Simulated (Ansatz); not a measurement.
## Neighbourhoods of single atoms in liquid (Cs,Li)F, made at 1000 K (112 atoms)

Density of this cell: 2.95 g/cm³. The cell holds 112 atoms: 22 Cs, 34 Li and 56 F. Its edges and angles: a = 13.346 Å, b = 13.346 Å, c = 13.346 Å, α = 90.0°, β = 90.0°, γ = 90.0°. The starting structure: 112 atoms (22 Cs, 34 Li, 56 F) placed at random at 2.94 g/cm³, melted at 1600 K for 10 ps at fixed volume with the Lennard-Jones and Coulomb ion parameters for SPC/E (Joung and Cheatham, J. Phys. Chem. B 112, 9020 (2008)), full charges. Snapshot at the end of a hold of 15 ps at 1000 K and zero pressure.

Computed with Ansatz 0.2.0: Kohn-Sham DFT, RPBE, PAW (set soft_2), plane waves; cutoff 420 eV, Γ point, fixed occupations. Geometry: the last frame of 140 fs of DFT dynamics near 412 K.

The whole cell was solved; only parts of it are printed.

Local excerpt of 34 atoms (numbers count through the whole input) about Cs8, which has 8 bonded neighbours where the commonest count for Cs is 7; x, y, z are measured from there.

| atom | x | y | z | distance (Å) | bonds | Löwdin charge (e) | Fx | Fy | Fz (eV/Å) |
| --- | --- | --- | --- | --- | --- | --- | --- | --- | --- |
| Cs8 | 0.00 | 0.00 | 0.00 | 0.00 | 8 | 0.95 | 0.26 | -0.02 | -0.11 |
| F84 | -1.95 | -2.02 | -0.40 | 2.84 | 4 | -0.78 | -0.71 | -0.11 | 0.13 |
| F90 | 2.78 | 0.62 | -0.41 | 2.88 | 5 | -0.78 | -0.07 | -0.39 | -1.20 |
| F58 | 1.88 | -2.46 | -0.42 | 3.13 | 4 | -0.78 | -0.38 | -0.28 | 0.36 |
| F112 | 2.29 | 0.19 | 2.13 | 3.13 | 5 | -0.77 | -0.03 | -0.67 | 0.44 |
| F78 | -0.16 | 1.80 | 2.58 | 3.15 | 5 | -0.77 | -0.01 | 0.38 | 0.05 |
| Li28 | 2.77 | 1.53 | 1.04 | 3.33 | 3 | 0.80 | 0.37 | 0.77 | 0.29 |
| Li55 | 2.62 | -1.86 | 1.12 | 3.40 | 3 | 0.80 | 0.24 | -0.05 | -0.30 |
| F93 | 1.03 | 2.85 | -1.63 | 3.44 | 4 | -0.77 | -0.28 | 0.48 | 0.13 |
| Li23 | 2.16 | 1.57 | -2.18 | 3.45 | 4 | 0.78 | 0.53 | -0.01 | -0.14 |
| Cs9 | -3.39 | 0.64 | -0.99 | 3.59 | 6 | 0.93 | -0.14 | 0.12 | -0.67 |
| F86 | -2.93 | 1.48 | 1.99 | 3.84 | 6 | -0.78 | -0.48 | -0.50 | -0.44 |
| Li49 | 1.40 | 1.33 | 3.41 | 3.92 | 4 | 0.79 | 0.43 | -0.05 | 0.45 |
| F110 | 1.16 | 0.90 | -3.72 | 4.00 | 6 | -0.78 | 0.18 | -0.12 | 0.19 |
| Cs10 | -1.54 | -0.57 | 3.78 | 4.12 | 8 | 0.94 | 0.05 | -0.22 | 0.35 |
| Li43 | -0.09 | 2.80 | -3.29 | 4.32 | 4 | 0.79 | 0.11 | -0.25 | -0.10 |
| Li41 | -1.89 | 2.68 | 2.86 | 4.35 | 4 | 0.78 | 0.06 | -0.75 | 0.58 |
| Li45 | 0.54 | 3.65 | 2.38 | 4.39 | 4 | 0.80 | -0.16 | 0.10 | 0.06 |
| Li26 | -3.46 | -2.57 | 0.87 | 4.39 | 4 | 0.79 | 0.03 | 0.41 | -0.27 |
| Li36 | 1.13 | -4.30 | -0.04 | 4.44 | 3 | 0.82 | 0.26 | -0.11 | -0.05 |
| F97 | -1.88 | 2.14 | -3.55 | 4.55 | 4 | -0.79 | 0.36 | -0.11 | 0.36 |
| Li51 | -2.94 | -3.23 | -1.45 | 4.60 | 4 | 0.80 | -0.01 | -0.19 | -0.33 |
| Li52 | 2.13 | 4.07 | -0.63 | 4.64 | 4 | 0.80 | -0.09 | -0.01 | 0.28 |
| Cs5 | 3.26 | -1.67 | -3.01 | 4.74 | 7 | 0.94 | -0.09 | -0.21 | 0.12 |
| F76 | -2.53 | -3.70 | 1.99 | 4.91 | 5 | -0.75 | -0.61 | 0.09 | 0.08 |
| F100 | 3.66 | 3.27 | 0.64 | 4.95 | 5 | -0.77 | -0.37 | -0.06 | -0.11 |
| Li46 | -0.85 | -4.15 | 2.62 | 4.98 | 4 | 0.80 | 0.49 | -0.41 | 0.38 |
| F87 | 1.17 | 4.77 | 1.07 | 5.03 | 4 | -0.76 | 0.08 | -0.02 | -0.32 |
| F77 | 2.24 | 3.33 | 3.18 | 5.12 | 3 | -0.77 | -0.71 | -1.28 | 0.80 |
| F67 | -4.97 | -1.14 | 0.48 | 5.13 | 6 | -0.77 | -0.18 | 0.03 | 0.17 |
| F80 | 0.06 | -3.20 | 4.05 | 5.17 | 4 | -0.79 | -0.31 | 0.13 | -0.17 |
| Li25 | -4.62 | 0.27 | 2.30 | 5.17 | 4 | 0.78 | 0.37 | -0.22 | 0.27 |
| F88 | 3.59 | -3.29 | 1.92 | 5.24 | 4 | -0.78 | -0.15 | 0.19 | -0.56 |
| F101 | -1.51 | 4.35 | 2.54 | 5.25 | 5 | -0.78 | 0.22 | 0.27 | -0.19 |

The column of bonds counts only the pairs F-Li within 2.46 Å, F-Cs within 4.00 Å; other neighbours, such as metal atoms beside each other in a compound, aren't counted, and periodic images can show an atom twice.

A closer look about F77, which bears the longest force: 22 atoms, nearest first, numbered in the order of the input, with positions taken from that point.

| atom | x | y | z | distance (Å) | bonds | Löwdin charge (e) | Fx | Fy | Fz (eV/Å) |
| --- | --- | --- | --- | --- | --- | --- | --- | --- | --- |
| F77 | 0.00 | 0.00 | 0.00 | 0.00 | 3 | -0.77 | -0.71 | -1.28 | 0.80 |
| Li24 | 0.60 | 1.20 | -1.00 | 1.67 | 4 | 0.81 | 0.59 | 0.70 | -0.93 |
| Li45 | -1.70 | 0.32 | -0.80 | 1.91 | 4 | 0.80 | -0.16 | 0.10 | 0.06 |
| Li49 | -0.84 | -2.00 | 0.23 | 2.18 | 4 | 0.79 | 0.43 | -0.05 | 0.45 |
| F87 | -1.07 | 1.44 | -2.11 | 2.77 | 4 | -0.76 | 0.08 | -0.02 | -0.32 |
| Li28 | 0.53 | -1.80 | -2.14 | 2.85 | 3 | 0.80 | 0.37 | 0.77 | 0.29 |
| F78 | -2.40 | -1.52 | -0.60 | 2.91 | 5 | -0.77 | -0.01 | 0.38 | 0.05 |
| F100 | 1.42 | -0.06 | -2.54 | 2.91 | 5 | -0.77 | -0.37 | -0.06 | -0.11 |
| F112 | 0.05 | -3.14 | -1.05 | 3.31 | 5 | -0.77 | -0.03 | -0.67 | 0.44 |
| F107 | -1.54 | 2.69 | 1.20 | 3.32 | 3 | -0.78 | -0.20 | -0.32 | 0.40 |
| F104 | 1.56 | 2.85 | -1.06 | 3.41 | 4 | -0.77 | -0.15 | 0.37 | -0.20 |
| F105 | -0.92 | -2.89 | 2.02 | 3.64 | 6 | -0.79 | -0.51 | -0.02 | -0.59 |
| Li56 | -1.57 | 3.51 | -0.32 | 3.86 | 3 | 0.81 | -0.44 | 0.14 | -0.31 |
| Li52 | -0.11 | 0.74 | -3.81 | 3.88 | 4 | 0.80 | -0.09 | -0.01 | 0.28 |
| F101 | -3.75 | 1.02 | -0.65 | 3.94 | 5 | -0.78 | 0.22 | 0.27 | -0.19 |
| Li41 | -4.13 | -0.65 | -0.33 | 4.19 | 4 | 0.78 | 0.06 | -0.75 | 0.58 |
| Cs21 | 0.44 | -1.52 | 3.89 | 4.20 | 7 | 0.93 | 0.42 | 0.47 | 0.13 |
| Cs11 | 0.38 | 2.86 | 3.29 | 4.38 | 6 | 0.92 | 0.37 | -0.35 | 0.02 |
| Li31 | -3.91 | 2.12 | 0.76 | 4.52 | 3 | 0.81 | -0.04 | 0.71 | -0.07 |
| F90 | 0.54 | -2.71 | -3.59 | 4.53 | 5 | -0.78 | -0.07 | -0.39 | -1.20 |
| F93 | -1.21 | -0.48 | -4.81 | 4.98 | 4 | -0.77 | -0.28 | 0.48 | 0.13 |
| Li47 | 4.70 | -1.22 | 1.19 | 4.99 | 3 | 0.83 | -0.35 | 0.06 | 0.33 |

The column of bonds counts only the pairs F-Li within 2.46 Å, F-Cs within 4.00 Å; other neighbours, such as metal atoms beside each other in a compound, aren't counted, and periodic images can show an atom twice.

Local excerpt of 27 atoms (numbers count through the whole input) about Li47, whose charge lies farthest from its element's mean; x, y, z are measured from there.

| atom | x | y | z | distance (Å) | bonds | Löwdin charge (e) | Fx | Fy | Fz (eV/Å) |
| --- | --- | --- | --- | --- | --- | --- | --- | --- | --- |
| Li47 | 0.00 | 0.00 | 0.00 | 0.00 | 3 | 0.83 | -0.35 | 0.06 | 0.33 |
| F63 | 0.52 | -0.79 | -1.45 | 1.73 | 5 | -0.79 | -0.09 | -0.07 | -0.70 |
| F71 | -0.86 | -0.70 | 1.40 | 1.79 | 4 | -0.78 | -0.29 | -0.33 | 0.37 |
| F79 | 0.19 | 1.86 | 0.16 | 1.87 | 5 | -0.78 | 0.37 | -0.05 | -0.17 |
| Li54 | 1.98 | 2.00 | 0.61 | 2.88 | 4 | 0.79 | 0.64 | 0.16 | 0.49 |
| Li39 | -0.14 | 2.63 | 1.80 | 3.19 | 3 | 0.80 | -0.83 | 0.24 | -0.01 |
| Li25 | 1.79 | -1.85 | -2.07 | 3.30 | 4 | 0.78 | 0.37 | -0.22 | 0.27 |
| Li48 | -1.35 | -2.49 | 1.87 | 3.40 | 3 | 0.79 | 0.63 | 0.16 | 0.02 |
| F82 | 3.46 | 0.77 | 0.43 | 3.57 | 5 | -0.77 | -0.28 | 0.58 | -0.65 |
| F111 | 1.18 | 2.26 | 2.82 | 3.80 | 6 | -0.78 | 0.57 | -0.20 | 0.15 |
| Cs3 | 2.03 | 1.74 | -2.89 | 3.94 | 8 | 0.95 | -0.48 | 0.17 | -0.15 |
| F65 | -0.04 | -3.72 | 1.42 | 3.98 | 4 | -0.78 | 0.06 | -0.12 | -0.63 |
| Li30 | 1.42 | -2.96 | 2.36 | 4.05 | 3 | 0.81 | -0.12 | -0.03 | 0.11 |
| F57 | 2.15 | -3.41 | -1.02 | 4.16 | 4 | -0.77 | 0.18 | -0.39 | -0.26 |
| F86 | 3.48 | -0.64 | -2.38 | 4.27 | 6 | -0.78 | -0.48 | -0.50 | -0.44 |
| Cs16 | -0.61 | -0.29 | 4.43 | 4.49 | 6 | 0.93 | -0.10 | 0.29 | -0.19 |
| Cs14 | -0.33 | 4.41 | -1.20 | 4.58 | 7 | 0.94 | -0.39 | 0.14 | 0.35 |
| Cs1 | -0.65 | -4.22 | -1.69 | 4.60 | 7 | 0.94 | 0.17 | -0.04 | 0.09 |
| Li41 | 4.52 | 0.57 | -1.52 | 4.81 | 4 | 0.78 | 0.06 | -0.75 | 0.58 |
| F98 | -1.13 | 4.15 | 2.17 | 4.82 | 6 | -0.79 | 0.18 | 0.06 | -0.34 |
| F62 | 0.33 | -2.82 | 3.90 | 4.82 | 4 | -0.77 | 0.11 | 0.05 | 0.37 |
| F69 | 2.81 | 4.01 | 0.13 | 4.90 | 6 | -0.76 | 0.21 | -0.67 | -0.18 |
| F95 | -2.85 | -3.11 | 2.56 | 4.93 | 6 | -0.79 | -0.45 | -0.12 | 0.13 |
| F68 | 3.34 | -2.72 | 2.51 | 4.99 | 5 | -0.79 | -0.15 | -0.06 | -0.18 |
| F77 | -4.70 | 1.22 | -1.19 | 4.99 | 3 | -0.77 | -0.71 | -1.28 | 0.80 |
| Cs21 | -4.26 | -0.30 | 2.69 | 5.05 | 7 | 0.93 | 0.42 | 0.47 | 0.13 |
| F100 | -3.27 | 1.15 | -3.73 | 5.10 | 5 | -0.77 | -0.37 | -0.06 | -0.11 |

The column of bonds counts only the pairs F-Li within 2.46 Å, F-Cs within 4.00 Å; other neighbours, such as metal atoms beside each other in a compound, aren't counted, and periodic images can show an atom twice.

Local excerpt of 34 atoms (numbers count through the whole input) about Cs10, picked at random; x, y, z are measured from there.

| atom | x | y | z | distance (Å) | bonds | Löwdin charge (e) | Fx | Fy | Fz (eV/Å) |
| --- | --- | --- | --- | --- | --- | --- | --- | --- | --- |
| Cs10 | 0.00 | 0.00 | 0.00 | 0.00 | 8 | 0.94 | 0.05 | -0.22 | 0.35 |
| F57 | -2.72 | -0.73 | -0.42 | 2.84 | 4 | -0.77 | 0.18 | -0.39 | -0.26 |
| F78 | 1.38 | 2.38 | -1.20 | 3.00 | 5 | -0.77 | -0.01 | 0.38 | 0.05 |
| F86 | -1.39 | 2.05 | -1.78 | 3.05 | 6 | -0.78 | -0.48 | -0.50 | -0.44 |
| F80 | 1.60 | -2.63 | 0.28 | 3.09 | 4 | -0.79 | -0.31 | 0.13 | -0.17 |
| F105 | 2.86 | 1.01 | 1.42 | 3.35 | 6 | -0.79 | -0.51 | -0.02 | -0.59 |
| Li41 | -0.35 | 3.25 | -0.92 | 3.40 | 4 | 0.78 | 0.06 | -0.75 | 0.58 |
| F68 | -1.53 | -0.03 | 3.10 | 3.46 | 5 | -0.79 | -0.15 | -0.06 | -0.18 |
| Li25 | -3.08 | 0.84 | -1.47 | 3.51 | 4 | 0.78 | 0.37 | -0.22 | 0.27 |
| Li50 | -2.41 | -2.56 | -0.01 | 3.52 | 4 | 0.79 | -0.03 | -0.15 | 0.19 |
| Li49 | 2.94 | 1.90 | -0.37 | 3.52 | 4 | 0.79 | 0.43 | -0.05 | 0.45 |
| F76 | -0.99 | -3.13 | -1.79 | 3.74 | 5 | -0.75 | -0.61 | 0.09 | 0.08 |
| Li46 | 0.69 | -3.57 | -1.16 | 3.82 | 4 | 0.80 | 0.49 | -0.41 | 0.38 |
| F82 | -1.41 | 3.45 | 1.03 | 3.87 | 5 | -0.77 | -0.28 | 0.58 | -0.65 |
| Li26 | -1.92 | -1.99 | -2.91 | 4.01 | 4 | 0.79 | 0.03 | 0.41 | -0.27 |
| Cs8 | 1.54 | 0.57 | -3.78 | 4.12 | 8 | 0.95 | 0.26 | -0.02 | -0.11 |
| Cs18 | -0.16 | 2.57 | 3.22 | 4.12 | 5 | 0.94 | 0.00 | 0.10 | 0.18 |
| F112 | 3.83 | 0.76 | -1.65 | 4.24 | 5 | -0.77 | -0.03 | -0.67 | 0.44 |
| F64 | -1.63 | -3.65 | 1.54 | 4.29 | 5 | -0.77 | -0.15 | 0.29 | -0.72 |
| Cs15 | 1.89 | -0.52 | 3.89 | 4.36 | 5 | 0.93 | 0.04 | 0.31 | -0.15 |
| F84 | -0.41 | -1.45 | -4.18 | 4.44 | 4 | -0.78 | -0.71 | -0.11 | 0.13 |
| Li30 | -3.45 | -0.28 | 2.96 | 4.55 | 3 | 0.81 | -0.12 | -0.03 | 0.11 |
| Cs12 | 4.22 | -1.89 | 0.55 | 4.66 | 6 | 0.94 | -0.33 | 0.36 | 0.49 |
| F67 | -3.43 | -0.57 | -3.30 | 4.80 | 6 | -0.77 | -0.18 | 0.03 | 0.17 |
| F63 | -4.35 | 1.90 | -0.85 | 4.83 | 5 | -0.79 | -0.09 | -0.07 | -0.70 |
| Li45 | 2.08 | 4.22 | -1.40 | 4.91 | 4 | 0.80 | -0.16 | 0.10 | 0.06 |
| F101 | 0.03 | 4.92 | -1.24 | 5.07 | 5 | -0.78 | 0.22 | 0.27 | -0.19 |
| Li55 | 4.16 | -1.29 | -2.65 | 5.10 | 3 | 0.80 | 0.24 | -0.05 | -0.30 |
| Li34 | -1.52 | -4.99 | 0.01 | 5.22 | 4 | 0.79 | -0.20 | 0.08 | 0.64 |
| Cs9 | -1.85 | 1.22 | -4.77 | 5.26 | 6 | 0.93 | -0.14 | 0.12 | -0.67 |
| F89 | -3.55 | -3.94 | -0.87 | 5.38 | 5 | -0.77 | 0.54 | 0.52 | 0.33 |
| Cs7 | 0.97 | -4.53 | 2.74 | 5.38 | 7 | 0.93 | 0.28 | -0.06 | -0.54 |
| F94 | 0.16 | -5.36 | -0.58 | 5.39 | 6 | -0.77 | -0.14 | -0.40 | 0.01 |
| F65 | -4.91 | -1.04 | 2.02 | 5.41 | 4 | -0.78 | 0.06 | -0.12 | -0.63 |

The column of bonds counts only the pairs F-Li within 2.46 Å, F-Cs within 4.00 Å; other neighbours, such as metal atoms beside each other in a compound, aren't counted, and periodic images can show an atom twice.

Neighbours are counted within 2.46 Å (F-Li), 4.00 Å (F-Cs), the cutoffs taken from the dynamics.

Length of the force by element and coordination:

| element | coordination | atoms | mean length of the force (eV/Å) | spread | least | most |
| --- | --- | --- | --- | --- | --- | --- |
| Cs | all | 22 | 0.469 | 0.206 | 0.183 | 0.981 |
| Cs | 5 | 3 | 0.391 | 0.171 | 0.206 | 0.618 |
| Cs | 6 | 6 | 0.491 | 0.160 | 0.279 | 0.699 |
| Cs | 7 | 7 | 0.489 | 0.271 | 0.183 | 0.981 |
| Cs | 8 | 5 | 0.416 | 0.131 | 0.256 | 0.594 |
| Cs | 9 | 1 | 0.691 | 0 | 0.691 | 0.691 |
| F | all | 56 | 0.566 | 0.272 | 0.172 | 1.67 |
| F | 3 | 2 | 1.11 | 0.557 | 0.550 | 1.67 |
| F | 4 | 17 | 0.572 | 0.161 | 0.330 | 1.02 |
| F | 5 | 23 | 0.557 | 0.290 | 0.172 | 1.26 |
| F | 6 | 14 | 0.496 | 0.188 | 0.178 | 0.820 |
| Li | all | 34 | 0.580 | 0.249 | 0.164 | 1.30 |
| Li | 3 | 12 | 0.590 | 0.229 | 0.164 | 0.928 |
| Li | 4 | 22 | 0.575 | 0.258 | 0.199 | 1.30 |

Löwdin charges by element and coordination (they lack the spilled electrons, 0.038 e an atom on average):

| element | coordination | atoms | mean charge (e) | spread | least | most |
| --- | --- | --- | --- | --- | --- | --- |
| Cs | all | 22 | 0.938 | 0.0085 | 0.925 | 0.951 |
| Cs | 5 | 3 | 0.933 | 0.0058 | 0.926 | 0.941 |
| Cs | 6 | 6 | 0.932 | 0.0075 | 0.925 | 0.943 |
| Cs | 7 | 7 | 0.936 | 0.0065 | 0.927 | 0.944 |
| Cs | 8 | 5 | 0.947 | 0.0037 | 0.941 | 0.951 |
| Cs | 9 | 1 | 0.947 | 0 | 0.947 | 0.947 |
| F | all | 56 | -0.776 | 0.0097 | -0.799 | -0.749 |
| F | 3 | 2 | -0.774 | 0.0035 | -0.778 | -0.771 |
| F | 4 | 17 | -0.777 | 0.0072 | -0.790 | -0.761 |
| F | 5 | 23 | -0.773 | 0.0099 | -0.790 | -0.749 |
| F | 6 | 14 | -0.781 | 0.0105 | -0.799 | -0.763 |
| Li | all | 34 | 0.797 | 0.0122 | 0.767 | 0.831 |
| Li | 3 | 12 | 0.804 | 0.0123 | 0.786 | 0.831 |
| Li | 4 | 22 | 0.792 | 0.0097 | 0.767 | 0.807 |

The network of bonds at the start is that of the classical potential that made the cell, and needn't be the one that DFT or experiment would give. Only the Γ point is sampled, in a cell whose shortest periodic width is 13 Å. The Löwdin charges lack the electrons that the projection spills, 0.038 e an atom on average.

[Hosts, paths, dates, database ids (printed as entryN), source tags and the programs' standing remarks are cut or masked in the printed files.]
